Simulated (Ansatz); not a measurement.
# Settings and their price: Ge(111)/CdS(10-10) interface (64 atoms)

The cell holds 64 atoms: 32 Ge, 16 Cd and 16 S. Its edges and angles: a = 13.859 Å, b = 8.002 Å, c = 12.840 Å, α = 90.0°, β = 90.0°, γ = 90.0°. It derives from Ge and CdS. Diamond-structure Ge(111), 2 repeat layers, 8 surface cells, strained -0.00 and -0.00 %; wurtzite CdS(10-10), 2 layers, 4 cells, +3.21 and -3.27 %; outer planes 2.28 Å apart and 1.7 Å at the second interface of the periodic stack; not relaxed, displaced by a Gaussian of 0.02 Å. Regions: Ge, 32 atoms (32 Ge); CdS, 32 atoms (16 Cd and 16 S).

Geometry: as built.

Reference run: Kohn-Sham DFT, PBE, PAW (set soft_2), plane waves (Ansatz 0.2.0), cutoff 420 eV, k-mesh 3×4×3, gaussian smearing of 0.05 eV.

```
r.m.s. force component                           : 0.5874 eV/Å
pressure                                         : 7.6 GPa
spacing of highest filled and lowest empty level : 0.011 eV
SCF cycles                                       : 8
time                                             : 10 min on 8 threads of Arm Neoverse V2, shared host
```

**Question.** The cell is repeated and solved at Γ. How do error, time and memory go?
- plane waves, 64 atoms (1×1×1)
- support functions, 64 atoms (1×1×1)
- plane waves, 128 atoms (1×2×1)
- support functions, 128 atoms (1×2×1)

Differences are against the typed cell on a 3×4×3 mesh, which samples like Γ on 2304 atoms (r.m.s. force component 0.587 eV/Å). Every repeated cell is solved at Γ, and forces are averaged over the copies of each atom. Hardware: 8 threads of Arm Neoverse V2, shared host.

| atoms | repeats | basis | Δ force, r.m.s. (meV/Å) | Δ energy (meV/atom) | less plane waves of the same size (meV/atom) | spread among copies (meV/Å) | SCF cycles | time | host memory (GiB) |
| --- | --- | --- | --- | --- | --- | --- | --- | --- | --- |
| 64 | 1×1×1 | plane waves | 232 | 137 | - | - | 9 | 8.9 s | 2.1 |
| 64 | 1×1×1 | support functions | 232 | 136 | -1.4 | - | 15 | 68 s | 3.5 |
| 128 | 1×2×1 | plane waves | 84.7 | 13.1 | - | 0 | 7 | 45 s | 6.1 |
| 128 | 1×2×1 | support functions | 84.8 | 11.7 | -1.4 | 0 | 13 | 2 min | 6.6 |

Repeating the cell at Γ samples more k-points: in plane waves the energy difference from the dense mesh goes from 137 meV/atom at 64 atoms to 13.1 at 128, and the force difference from 232 to 85 meV/Å. At equal size the support functions lie 1.4 meV/atom below plane waves, likely because their grid holds more waves than 420 eV; no run tests this. At the largest size the support functions' forces differ from the reference by 14 % of the r.m.s. force, which holds the difference of sampling between the two as well as that of the basis.

[Logs are printed without paths, hosts, clocks, repeated set-up lines and the standing remarks that a program may print on its own settings, such as how far it seeks lower states.]

[Hosts, paths, dates, database ids (printed as entryN), source tags and the programs' standing remarks are cut or masked in the printed files.]
